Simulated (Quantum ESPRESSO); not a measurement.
**YCo4B: spin-resolved density of states**

Aim: the densities of states of YCo4B in the lowest state of several starts.

Main program and level: Quantum ESPRESSO 7.5; LDA; plane waves with GBRV 1.5 LDA potentials, no spin-orbit coupling.

## 1. The starting structure

The structure is hexagonal, space group P6/mmm (No. 191). The conventional cell has a = 5.020 Å, b = 5.020 Å, c = 6.893 Å, α = 90.00°, β = 90.00°, γ = 120.00°. Nearest to Y lie 6 B at 2.90 Å and 12 Co at 2.92 Å. Nearest to Y lie 18 Co at 2.90 to 3.18 Å. Nearest to Co lie 9 Co at 2.43 to 2.90 Å and 3 Y at 2.90 Å. Nearest to Co lie 2 B at 2.08 Å and 7 Co at 2.43 to 2.99 Å and 4 Y at 2.92 to 3.18 Å. B has 6 Co at 2.08 Å and 3 B at 2.90 Å and 3 Y at 2.90 Å nearest. Farther neighbours are not listed.

The cell comes from the Crystallography Open Database.

## 2. Ground-state run

This state came out lowest in a comparison of starts that is told elsewhere.

Input file pw.in:

```
&CONTROL
  calculation = 'scf'
  prefix = 'pwscf'
  outdir = './tmp'
  pseudo_dir = './pseudo'
  disk_io = 'low'
/
&SYSTEM
  ibrav = 0
  celldm(1) = 8
  nat = 12
  ntyp = 3
  ecutwfc = 40
  ecutrho = 280
  nbnd = 113
  occupations = 'smearing'
  smearing = 'fd'
  degauss = 0.00734986
  nspin = 2
  starting_magnetization(1) = 0
  starting_magnetization(2) = 0.1176
  starting_magnetization(3) = 0
/
&ELECTRONS
  conv_thr = 2.4d-08
  electron_maxstep = 150
  mixing_beta = 0.3
/
ATOMIC_SPECIES
Y      88.9058 y_lda_v1.4.uspp.F.UPF
Co     58.9332 co_lda_v1.2.uspp.F.UPF
B      10.8100 b_lda_v1.4.uspp.F.UPF
CELL_PARAMETERS alat
   1.1858031432027    0.0000000000000    0.0000000000000
  -0.5929015716013    1.0269356459014    0.0000000000000
   0.0000000000000    0.0000000000000    1.6282352721307
ATOMIC_POSITIONS crystal
Y       0.0000000000    0.0000000000    0.5000000000
Y       0.0000000000    0.0000000000    0.0000000000
Co      0.3333333333    0.6666666667    0.0000000000
Co      0.6666666667    0.3333333333    0.0000000000
Co      0.5000000000    0.0000000000    0.2830000000
Co      0.5000000000    0.5000000000    0.2830000000
Co      0.0000000000    0.5000000000    0.2830000000
Co      0.0000000000    0.5000000000    0.7170000000
Co      0.5000000000    0.5000000000    0.7170000000
Co      0.5000000000    0.0000000000    0.7170000000
B       0.3333333333    0.6666666667    0.5000000000
B       0.6666666667    0.3333333333    0.5000000000
K_POINTS automatic
6 6 6 0 0 0
```

The run is started by

```sh
OMP_NUM_THREADS=1 mpirun -n 4 pw.x -nk 4 -in pw.in > pw.out
```

The log of the run:

```text
Program PWSCF v.7.5 starts

     Message from routine setup:
     using ibrav=0 with symmetry is DISCOURAGED, use correct ibrav instead

     K-points division:     npool     =       4
     Subspace diagonalization in iterative solution of the eigenvalue problem:

     bravais-lattice index     =            0
     lattice parameter (alat)  =       8.0000  a.u.
     unit-cell volume          =    1015.1797 (a.u.)^3
     number of atoms/cell      =           12
     number of atomic types    =            3
     number of electrons       =       164.00
     number of Kohn-Sham states=          113
     kinetic-energy cutoff     =      40.0000  Ry
     charge density cutoff     =     280.0000  Ry
     scf convergence threshold =      2.4E-08
     mixing beta               =       0.3000
     number of iterations used =            8  plain     mixing
     Exchange-correlation=  SLA  PZ   NOGX NOGC
                           (   1   1   0   0   0   0   0)

     celldm(1)=   8.000000  celldm(2)=   0.000000  celldm(3)=   0.000000
     celldm(4)=   0.000000  celldm(5)=   0.000000  celldm(6)=   0.000000

     crystal axes: (cart. coord. in units of alat)
               a(1) = (   1.185803   0.000000   0.000000 )
               a(2) = (  -0.592902   1.026936   0.000000 )
               a(3) = (   0.000000   0.000000   1.628235 )

     reciprocal axes: (cart. coord. in units 2 pi/alat)
               b(1) = (  0.843310  0.486885 -0.000000 )
               b(2) = (  0.000000  0.973771  0.000000 )
               b(3) = (  0.000000 -0.000000  0.614162 )

     PseudoPot. # 1 for Y  read from file:
     y_lda_v1.4.uspp.F.UPF
     Pseudo is Ultrasoft + core correction, Zval = 11.0

     PseudoPot. # 2 for Co read from file:
     co_lda_v1.2.uspp.F.UPF
     Pseudo is Ultrasoft + core correction, Zval = 17.0

     PseudoPot. # 3 for B  read from file:
     b_lda_v1.4.uspp.F.UPF
     Pseudo is Ultrasoft + core correction, Zval =  3.0

     atomic species   valence    mass     pseudopotential
     Y                11.00    88.90580     Y ( 1.00)
     Co               17.00    58.93320     Co( 1.00)
     B                 3.00    10.81000     B ( 1.00)

     Starting magnetic structure
     atomic species   magnetization
     Y               0.000
     Co              0.118
     B               0.000

     24 Sym. Ops., with inversion, found

   Cartesian axes

     site n.     atom                  positions (alat units)
         1        Y      tau(   1) = (   0.0000000   0.0000000   0.8141176  )
         2        Y      tau(   2) = (   0.0000000   0.0000000   0.0000000  )
         3        Co     tau(   3) = (  -0.0000000   0.6846238   0.0000000  )
         4        Co     tau(   4) = (   0.5929016   0.3423119   0.0000000  )
         5        Co     tau(   5) = (   0.5929016   0.0000000   0.4607906  )
         6        Co     tau(   6) = (   0.2964508   0.5134678   0.4607906  )
         7        Co     tau(   7) = (  -0.2964508   0.5134678   0.4607906  )
         8        Co     tau(   8) = (  -0.2964508   0.5134678   1.1674447  )
         9        Co     tau(   9) = (   0.2964508   0.5134678   1.1674447  )
        10        Co     tau(  10) = (   0.5929016   0.0000000   1.1674447  )
        11        B      tau(  11) = (  -0.0000000   0.6846238   0.8141176  )
        12        B      tau(  12) = (   0.5929016   0.3423119   0.8141176  )

     number of k points=    28  Fermi-Dirac smearing, width (Ry)=  0.0073
                       cart. coord. in units 2pi/alat
        k(    1) = (   0.0000000   0.0000000   0.0000000), wk =   0.0046296
        k(    2) = (   0.0000000   0.0000000   0.1023603), wk =   0.0092593
        k(    3) = (   0.0000000   0.0000000   0.2047206), wk =   0.0092593
        k(    4) = (   0.0000000   0.0000000  -0.3070809), wk =   0.0046296
        k(    5) = (   0.0000000   0.1622951   0.0000000), wk =   0.0277778
        [... 23 further k-points ...]

     Dense  grid:    80259 G-vectors     FFT dimensions: (  54,  54,  72)

     Smooth grid:    34739 G-vectors     FFT dimensions: (  40,  40,  54)

     Check: negative core charge=   -0.000037
     Generating pointlists ...
     new r_m :   0.2824 (alat units)  2.2593 (a.u.) for type    1
     new r_m :   0.2029 (alat units)  1.6234 (a.u.) for type    2
     new r_m :   0.2029 (alat units)  1.6234 (a.u.) for type    3

     Initial potential from superposition of free atoms

     starting charge     155.9919, renormalised to     164.0000
     Starting wfcs are  138 randomized atomic wfcs

     Self-consistent Calculation

     iteration #  1     ecut=    40.00 Ry     beta= 0.30
     Davidson diagonalization with overlap
     ethr =  1.00E-02,  avg # of iterations =  3.2

     total energy              =   -2550.07562645 Ry
     estimated scf accuracy    <     106.30466535 Ry

     total magnetization       =     7.82 Bohr mag/cell
     absolute magnetization    =     8.72 Bohr mag/cell

     iteration #  2     ecut=    40.00 Ry     beta= 0.30
     Davidson diagonalization with overlap
     ethr =  1.00E-02,  avg # of iterations =  3.1

     total energy              =   -2579.34595873 Ry
     estimated scf accuracy    <      85.60801860 Ry

     total magnetization       =     1.15 Bohr mag/cell
     absolute magnetization    =     1.34 Bohr mag/cell

     [... further iterations left out ...]

     iteration # 19     ecut=    40.00 Ry     beta= 0.30
     Davidson diagonalization with overlap
     ethr =  1.09E-10,  avg # of iterations =  2.0

     total energy              =   -2585.41228712 Ry
     estimated scf accuracy    <       0.00000005 Ry

     total magnetization       =     7.13 Bohr mag/cell
     absolute magnetization    =     8.72 Bohr mag/cell

     iteration # 20     ecut=    40.00 Ry     beta= 0.30
     Davidson diagonalization with overlap
     ethr =  3.00E-11,  avg # of iterations =  1.3

     Magnetic moment per site  (integrated on atomic sphere of radius R)
     atom   1 (R=0.282)  charge=  8.7052  magn= -0.1023
     atom   2 (R=0.282)  charge=  8.6294  magn= -0.1004
     atom   3 (R=0.203)  charge= 14.6118  magn=  1.5335
     atom   4 (R=0.203)  charge= 14.6118  magn=  1.5335
     atom   5 (R=0.203)  charge= 14.6649  magn=  0.7727
     atom   6 (R=0.203)  charge= 14.6649  magn=  0.7727
     atom   7 (R=0.203)  charge= 14.6649  magn=  0.7727
     atom   8 (R=0.203)  charge= 14.6649  magn=  0.7727
     atom   9 (R=0.203)  charge= 14.6649  magn=  0.7727
     atom  10 (R=0.203)  charge= 14.6649  magn=  0.7727
     atom  11 (R=0.203)  charge=  1.9351  magn= -0.0443
     atom  12 (R=0.203)  charge=  1.9351  magn= -0.0443

     End of self-consistent calculation

     [... lines left out ...]
     the Fermi energy is    15.3296 ev

!    total energy              =   -2585.41228712 Ry
     estimated scf accuracy    <          6.4E-09 Ry
     smearing contrib. (-TS)   =      -0.03497087 Ry
     internal energy E=F+TS    =   -2585.37731625 Ry

     The total energy is F=E-TS. E is the sum of the following terms:
     one-electron contribution =   -1634.21939721 Ry
     hartree contribution      =     906.04247486 Ry
     xc contribution           =    -318.35869833 Ry
     ewald contribution        =   -1538.84169558 Ry

     total magnetization       =     7.13 Bohr mag/cell
     absolute magnetization    =     8.72 Bohr mag/cell

     convergence has been achieved in  20 iterations

=------------------------------------------------------------------------------=
   JOB DONE.
=------------------------------------------------------------------------------=
```

Run time: 2.6 min. Hardware: 4 MPI ranks of Intel Xeon 6975P-C (Granite Rapids), shared host; peak memory 1.2 GiB; 10 min of CPU time.

Spin moment in the atom's sphere by atom:

| atom | spin moment in the atom's sphere (μB) |
| --- | --- |
| Y1 | -0.10 |
| Y2 | -0.10 |
| Co3 | 1.53 |
| Co4 | 1.53 |
| Co5 | 0.77 |
| Co6 | 0.77 |
| Co7 | 0.77 |
| Co8 | 0.77 |
| Co9 | 0.77 |
| Co10 | 0.77 |
| B11 | -0.04 |
| B12 | -0.04 |

Read from the output:

```
smearing term TS       : 0.4758 eV
magnetization          : 7.128 μB
absolute magnetization : 8.72 μB
final state            : ferromagnetic
```

## 3. Projected density of states

Input file projwfc.in:

```
&PROJWFC
  prefix = 'pwscf'
  outdir = './tmp'
  filpdos = 'pdos'
  ngauss = 0
  degauss = 0.01
  DeltaE = 0.05
  Emin = 6.33
  Emax = 20.33
/
```

The run is started by

```sh
OMP_NUM_THREADS=1 mpirun -n 4 projwfc.x -nk 4 -in projwfc.in > projwfc.out
```

The log of the run:

```text
[banner, memory and clock lines left out]
Program PROJWFC v.7.5 starts

     [... lines left out ...]
     IMPORTANT: XC functional enforced from input :
     Exchange-correlation= PZ
                           (   1   1   0   0   0   0   0)
     Any further DFT definition will be discarded
     Please, verify this is what you really want

     G-vector sticks info

     Check: negative core charge=   -0.000037

     Gaussian broadening (read from input): ngauss,degauss=   0    0.010000

     Calling projwave ....

  Problem Sizes
  natomwfc =          138
  nbnd     =          113
  nkstot   =           56
  npwx     =         4382
  nkb      =          196

     Atomic states used for projection
     (read from pseudopotential files):

     state #   1: atom   1 (Y  ), wfc  1 (l=0 m= 1)
     state #   2: atom   1 (Y  ), wfc  2 (l=1 m= 1)
     state #   3: atom   1 (Y  ), wfc  2 (l=1 m= 2)
     state #   4: atom   1 (Y  ), wfc  2 (l=1 m= 3)
     state #   5: atom   1 (Y  ), wfc  3 (l=2 m= 1)
     state #   6: atom   1 (Y  ), wfc  3 (l=2 m= 2)
     state #   7: atom   1 (Y  ), wfc  3 (l=2 m= 3)
     state #   8: atom   1 (Y  ), wfc  3 (l=2 m= 4)
     state #   9: atom   1 (Y  ), wfc  3 (l=2 m= 5)
     state #  10: atom   1 (Y  ), wfc  4 (l=0 m= 1)
     state #  11: atom   1 (Y  ), wfc  5 (l=1 m= 1)
     state #  12: atom   1 (Y  ), wfc  5 (l=1 m= 2)
     state #  13: atom   1 (Y  ), wfc  5 (l=1 m= 3)
     state #  14: atom   2 (Y  ), wfc  1 (l=0 m= 1)
     state #  15: atom   2 (Y  ), wfc  2 (l=1 m= 1)
     state #  16: atom   2 (Y  ), wfc  2 (l=1 m= 2)
     state #  17: atom   2 (Y  ), wfc  2 (l=1 m= 3)
     state #  18: atom   2 (Y  ), wfc  3 (l=2 m= 1)
     state #  19: atom   2 (Y  ), wfc  3 (l=2 m= 2)
     state #  20: atom   2 (Y  ), wfc  3 (l=2 m= 3)
     state #  21: atom   2 (Y  ), wfc  3 (l=2 m= 4)
     state #  22: atom   2 (Y  ), wfc  3 (l=2 m= 5)
     state #  23: atom   2 (Y  ), wfc  4 (l=0 m= 1)
     state #  24: atom   2 (Y  ), wfc  5 (l=1 m= 1)
     state #  25: atom   2 (Y  ), wfc  5 (l=1 m= 2)
     state #  26: atom   2 (Y  ), wfc  5 (l=1 m= 3)
     state #  27: atom   3 (Co ), wfc  1 (l=0 m= 1)
     state #  28: atom   3 (Co ), wfc  2 (l=1 m= 1)
     state #  29: atom   3 (Co ), wfc  2 (l=1 m= 2)
     state #  30: atom   3 (Co ), wfc  2 (l=1 m= 3)
     state #  31: atom   3 (Co ), wfc  3 (l=2 m= 1)
     state #  32: atom   3 (Co ), wfc  3 (l=2 m= 2)
     state #  33: atom   3 (Co ), wfc  3 (l=2 m= 3)
     state #  34: atom   3 (Co ), wfc  3 (l=2 m= 4)
     state #  35: atom   3 (Co ), wfc  3 (l=2 m= 5)
     state #  36: atom   3 (Co ), wfc  4 (l=0 m= 1)
     state #  37: atom   3 (Co ), wfc  5 (l=1 m= 1)
     state #  38: atom   3 (Co ), wfc  5 (l=1 m= 2)
     state #  39: atom   3 (Co ), wfc  5 (l=1 m= 3)
     state #  40: atom   4 (Co ), wfc  1 (l=0 m= 1)
     state #  41: atom   4 (Co ), wfc  2 (l=1 m= 1)
     state #  42: atom   4 (Co ), wfc  2 (l=1 m= 2)
     state #  43: atom   4 (Co ), wfc  2 (l=1 m= 3)
     state #  44: atom   4 (Co ), wfc  3 (l=2 m= 1)
     state #  45: atom   4 (Co ), wfc  3 (l=2 m= 2)
     state #  46: atom   4 (Co ), wfc  3 (l=2 m= 3)
     state #  47: atom   4 (Co ), wfc  3 (l=2 m= 4)
     state #  48: atom   4 (Co ), wfc  3 (l=2 m= 5)
     state #  49: atom   4 (Co ), wfc  4 (l=0 m= 1)
     state #  50: atom   4 (Co ), wfc  5 (l=1 m= 1)
[...]
state # 115: atom   9 (Co ), wfc  5 (l=1 m= 1)
     state # 116: atom   9 (Co ), wfc  5 (l=1 m= 2)
     state # 117: atom   9 (Co ), wfc  5 (l=1 m= 3)
     state # 118: atom  10 (Co ), wfc  1 (l=0 m= 1)
     state # 119: atom  10 (Co ), wfc  2 (l=1 m= 1)
     state # 120: atom  10 (Co ), wfc  2 (l=1 m= 2)
     state # 121: atom  10 (Co ), wfc  2 (l=1 m= 3)
     state # 122: atom  10 (Co ), wfc  3 (l=2 m= 1)
     state # 123: atom  10 (Co ), wfc  3 (l=2 m= 2)
     state # 124: atom  10 (Co ), wfc  3 (l=2 m= 3)
     state # 125: atom  10 (Co ), wfc  3 (l=2 m= 4)
     state # 126: atom  10 (Co ), wfc  3 (l=2 m= 5)
     state # 127: atom  10 (Co ), wfc  4 (l=0 m= 1)
     state # 128: atom  10 (Co ), wfc  5 (l=1 m= 1)
     state # 129: atom  10 (Co ), wfc  5 (l=1 m= 2)
     state # 130: atom  10 (Co ), wfc  5 (l=1 m= 3)
     state # 131: atom  11 (B  ), wfc  1 (l=0 m= 1)
     state # 132: atom  11 (B  ), wfc  2 (l=1 m= 1)
     state # 133: atom  11 (B  ), wfc  2 (l=1 m= 2)
     state # 134: atom  11 (B  ), wfc  2 (l=1 m= 3)
     state # 135: atom  12 (B  ), wfc  1 (l=0 m= 1)
     state # 136: atom  12 (B  ), wfc  2 (l=1 m= 1)
     state # 137: atom  12 (B  ), wfc  2 (l=1 m= 2)
     state # 138: atom  12 (B  ), wfc  2 (l=1 m= 3)

 [... projections of the bands left out ...]

Lowdin Charges:

     Atom #   1: total charge =  10.7261, s =  2.2061, p =  6.6753, d =  1.8448,
                 spin up      =   5.2563, s =  1.0991,
                 spin up      =   5.2563, p =  3.3206, pz=  1.1117, px=  1.1045, py=  1.1045,
                 spin up      =   5.2563, d =  0.8367, dz2=  0.1236, dxz=  0.1862, dyz=  0.1862, dx2-y2=  0.1703, dxy=  0.1703,
                 spin down    =   5.4698, s =  1.1070,
                 spin down    =   5.4698, p =  3.3547, pz=  1.1291, px=  1.1128, py=  1.1128,
                 spin down    =   5.4698, d =  1.0081, dz2=  0.1458, dxz=  0.2361, dyz=  0.2361, dx2-y2=  0.1950, dxy=  0.1950,
                 polarization =  -0.2134, s = -0.0079, p = -0.0341, d = -0.1714,
     Atom #   2: total charge =  10.7367, s =  2.2284, p =  6.7218, d =  1.7864,
                 spin up      =   5.2509, s =  1.1071,
                 spin up      =   5.2509, p =  3.3409, pz=  1.1141, px=  1.1134, py=  1.1134,
                 spin up      =   5.2509, d =  0.8030, dz2=  0.1399, dxz=  0.1567, dyz=  0.1567, dx2-y2=  0.1748, dxy=  0.1748,
                 spin down    =   5.4857, s =  1.1214,
                 spin down    =   5.4857, p =  3.3810, pz=  1.1325, px=  1.1243, py=  1.1243,
                 spin down    =   5.4857, d =  0.9834, dz2=  0.1702, dxz=  0.1987, dyz=  0.1987, dx2-y2=  0.2079, dxy=  0.2079,
                 polarization =  -0.2348, s = -0.0143, p = -0.0401, d = -0.1804,
     Atom #   3: total charge =  16.9845, s =  2.3761, p =  7.0543, d =  7.5541,
                 spin up      =   9.2801, s =  1.1928,
                 spin up      =   9.2801, p =  3.5049, pz=  1.1836, px=  1.1607, py=  1.1607,
                 spin up      =   9.2801, d =  4.5825, dz2=  0.9289, dxz=  0.8937, dyz=  0.8937, dx2-y2=  0.9330, dxy=  0.9330,
                 spin down    =   7.7043, s =  1.1833,
                 spin down    =   7.7043, p =  3.5494, pz=  1.1926, px=  1.1784, py=  1.1784,
                 spin down    =   7.7043, d =  2.9716, dz2=  0.5557, dxz=  0.6052, dyz=  0.6052, dx2-y2=  0.6028, dxy=  0.6028,
                 polarization =   1.5758, s =  0.0095, p = -0.0445, d =  1.6108,
     Atom #   4: total charge =  16.9845, s =  2.3761, p =  7.0543, d =  7.5541,
                 spin up      =   9.2801, s =  1.1928,
                 spin up      =   9.2801, p =  3.5049, pz=  1.1836, px=  1.1607, py=  1.1607,
                 spin up      =   9.2801, d =  4.5825, dz2=  0.9289, dxz=  0.8937, dyz=  0.8937, dx2-y2=  0.9330, dxy=  0.9330,
                 spin down    =   7.7043, s =  1.1833,
                 spin down    =   7.7043, p =  3.5494, pz=  1.1926, px=  1.1784, py=  1.1784,
                 spin down    =   7.7043, d =  2.9716, dz2=  0.5557, dxz=  0.6052, dyz=  0.6052, dx2-y2=  0.6028, dxy=  0.6028,
                 polarization =   1.5758, s =  0.0095, p = -0.0445, d =  1.6108,
     Atom #   5: total charge =  17.1241, s =  2.3407, p =  7.1206, d =  7.6628,
                 spin up      =   8.9474, s =  1.1677,
                 spin up      =   8.9474, p =  3.5411, pz=  1.1803, px=  1.1582, py=  1.2025,
                 spin up      =   8.9474, d =  4.2387, dz2=  0.8241, dxz=  0.8959, dyz=  0.8217, dx2-y2=  0.8806, dxy=  0.8164,
                 spin down    =   8.1767
```

Wall time 4.7 s (4 MPI ranks); peak memory 0.52 GiB; 19 s of CPU time.

The density of states has structure finer than the step of the table below, so its rows give means over 0.5 eV, whole bins alone (the curve runs from -9.00 to 5.05 eV). Peaks (eV: height): up -4.85: 5, -3.10: 12.3, -0.95: 15.6, 1.70: 4.7; down -2.00: 13.5, -0.60: 10.7, 0.00: 13.1, 1.90: 5.72; Y1 p up -8.55: 0.167, -2.80: 0.0849, -1.80: 0.0845, 1.45: 0.0599; Y1 p down -8.50: 0.168, -2.85: 0.0791, -2.40: 0.0971, -1.10: 0.107; Co3 d up -3.10: 2.22, -1.50: 1.45.

Gaussian broadening of 0.136 eV on the SCF mesh. The density of states by energy, zero at the Fermi level; means over each step; 7 of 10 lines; values in states/eV/cell:

| energy (eV) | up | down | Y1 p up | Y1 p down | Co3 d up | Co3 d down | Co5 d up |
| --- | --- | --- | --- | --- | --- | --- | --- |
| -8.5 | 0.832 | 0.831 | 0.0934 | 0.0946 | 0.00147 | 9.9e-4 | 0.00926 |
| -8.0 | 0.830 | 0.733 | 0.0353 | 0.0338 | 0.00156 | 9.0e-4 | 0.0151 |
| -7.5 | 0.747 | 0.743 | 0.0173 | 0.0198 | 0.00149 | 9.4e-4 | 0.0199 |
| -7.0 | 0.639 | 0.577 | 0.0169 | 0.0172 | 0.00173 | 8.5e-4 | 0.0216 |
| -6.5 | 0.580 | 0.642 | 0.0188 | 0.0205 | 0.00335 | 0.00173 | 0.0152 |
| -6.0 | 0.818 | 0.694 | 0.0125 | 0.0154 | 0.0100 | 0.00441 | 0.0196 |
| -5.5 | 0.681 | 0.696 | 0.00231 | 0.00536 | 0.0107 | 0.00504 | 0.0174 |
| -5.0 | 3.21 | 1.51 | 0.0246 | 0.00938 | 0.0985 | 0.0138 | 0.142 |
| -4.5 | 3.03 | 3.29 | 0.0305 | 0.0389 | 0.135 | 0.0565 | 0.180 |
| -4.0 | 4.36 | 2.27 | 0.0170 | 0.0219 | 0.333 | 0.0480 | 0.365 |
| -3.5 | 9.06 | 3.49 | 0.0406 | 0.0165 | 1.60 | 0.0875 | 0.614 |
| -3.0 | 11.8 | 6.07 | 0.0563 | 0.0539 | 1.98 | 0.409 | 0.961 |
| -2.5 | 9.79 | 8.68 | 0.0470 | 0.0663 | 1.25 | 0.902 | 0.922 |
| -2.0 | 9.42 | 11.4 | 0.0644 | 0.0438 | 0.807 | 1.33 | 1.03 |
| -1.5 | 12.4 | 9.89 | 0.0584 | 0.0442 | 1.27 | 0.977 | 1.40 |
| -1.0 | 13.6 | 8.56 | 0.0232 | 0.0932 | 0.962 | 0.605 | 1.79 |
| -0.5 | 6.85 | 9.75 | 0.00776 | 0.0322 | 0.606 | 0.710 | 0.803 |
| 0.0 | 2.58 | 11.9 | 0.0147 | 0.0110 | 0.142 | 1.90 | 0.243 |
| 0.5 | 2.66 | 7.81 | 0.0222 | 0.0106 | 0.113 | 1.26 | 0.194 |
| 1.0 | 2.97 | 3.61 | 0.0320 | 0.0179 | 0.0908 | 0.406 | 0.192 |
| 1.5 | 4.30 | 3.54 | 0.0523 | 0.0253 | 0.107 | 0.228 | 0.224 |
| 2.0 | 3.30 | 5.14 | 0.0287 | 0.0514 | 0.0747 | 0.245 | 0.148 |
| 2.5 | 2.68 | 3.32 | 0.0115 | 0.0216 | 0.0539 | 0.146 | 0.0996 |
| 3.0 | 1.28 | 2.33 | 0.00231 | 0.00743 | 0.0251 | 0.0917 | 0.0430 |
| 3.5 | 1.60 | 1.46 | 0.00452 | 0.00248 | 0.0389 | 0.0590 | 0.0380 |
| 4.0 | 2.29 | 2.13 | 0.00817 | 0.00479 | 0.0292 | 0.0675 | 0.0631 |
| 4.5 | 2.03 | 2.64 | 0.00871 | 0.00995 | 0.0192 | 0.0487 | 0.0370 |

## 4. What came out

```
state                      : ferromagnetic
largest moment in a sphere : 1.53 μB
```

What this shows: Distinct peaks of the density of states (up) stand at -4.85, -3.10, -0.95, 1.70 and 4.85 eV; the one at -0.950 eV is strongest. These are Kohn–Sham states without spin–orbit coupling, on the mesh of the self-consistent run. Energies are free energies at an electronic temperature of 1160 K, which lowers moments and differences where the moments are itinerant.

[Logs and program files are shortened in this print: banners, set-up blocks, solver, clock and traceback lines can be left out without a mark of their own.]

[Logs are printed without paths, hosts, clocks, repeated set-up lines and the standing remarks that a program may print on its own settings, such as how far it seeks lower states.]

[Hosts, paths, dates, database ids (printed as entryN), source tags and the programs' standing remarks are cut or masked in the printed files.]

[Where a cell is said to come from a database of computed structures, the database is the Materials Project.]
